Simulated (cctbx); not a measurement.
# Symmetry from intensities

Cell: a = 7.4500 Å, b = 7.4500 Å, c = 4.1480 Å, α = 90.00°, β = 90.00°, γ = 120.00°. Expected content of the cell: Bi2 In3 Pd3 P1.

The data are simulated with cctbx, not measured: Ag Kα, λ = 0.56087 Å, to d = 0.84 Å, 70 % of the full sphere, strongest reflection 20000 counts, noise from counting, a 2 % proportional error and a noise floor of 4 counts (s.d.); no absorption.

A first pass over the reflections prints:

```text
963 reflections to d = 0.842 A
centring   violations  <I/sigma> of those
    A        469 of   476     21.8
    B        474 of   480     22.1
    C        467 of   476     21.9
    I        494 of   504     21.8
    R        616 of   637     21.3
    F        705 of   716     21.9
Laue class    unique    Rint  (classes that these axes allow; Friedel mates merged)
P -1              632   0.056
P 1 1 2/m         398   0.054
P -3              236   0.054
P -3 1 m          139   0.056
P -3 m 1          150   0.056
P 6/m             138   0.056
P 6/m m m          95   0.057
space group    extra absences  I>4sigma  <I/sigma>
P 6 2 2                 0          0         -  acentric
P 6 m m                 0          0         -  acentric
P -6 m 2                0          0         -  acentric
P -6 2 m                0          0         -  acentric
P 6/m m m               0          0         -  centric
Wilson B = 1.93 A^2   <|E^2-1|> = 0.612 (0.968 centric, 0.736 acentric)   E^2>4: 0.0 %
shell (A)         n   <I/sigma>
 6.45 - 1.60     20     48.4
 1.60 - 1.28     13     50.1
 1.28 - 1.12     13     56.4
 1.12 - 1.01     13     33.5
 1.01 - 0.94     12     45.3
 0.94 - 0.89     15     43.4
 0.89 - 0.84      9     31.2
```

**Question.** What are the lattice type, the Laue class and the likely space group?

Every centring test has many violations, so the lattice is primitive.

Rint stays low (0.054 to 0.057) up to P 6/m m m, the highest class in these axes. It includes Bijvoet differences, since Friedel mates are merged.

5 settings pass the absence test. No glide or screw absences show, which leaves P 6 2 2, P 6 m m, P -6 m 2, P -6 2 m and P 6/m m m.

⟨|E²−1|⟩ = 0.612 leans to a non-centrosymmetric structure, or to twinning, which lowers it. The Wilson B of 1.93 Å² means U ≈ 0.0244 Å².

The true group is P-62m (no. 189), Laue class 6/mmm, non-centrosymmetric. The tables only narrow the choice to the tied entries; cell content, site symmetry and trial solutions must settle it.

The model was made for the exercise: a known structure type with other elements put in, its volume estimated, not relaxed; displacement parameters are assumed.

[Logs are printed without paths, hosts, clocks, repeated set-up lines and the standing remarks that a program may print on its own settings, such as how far it seeks lower states.]
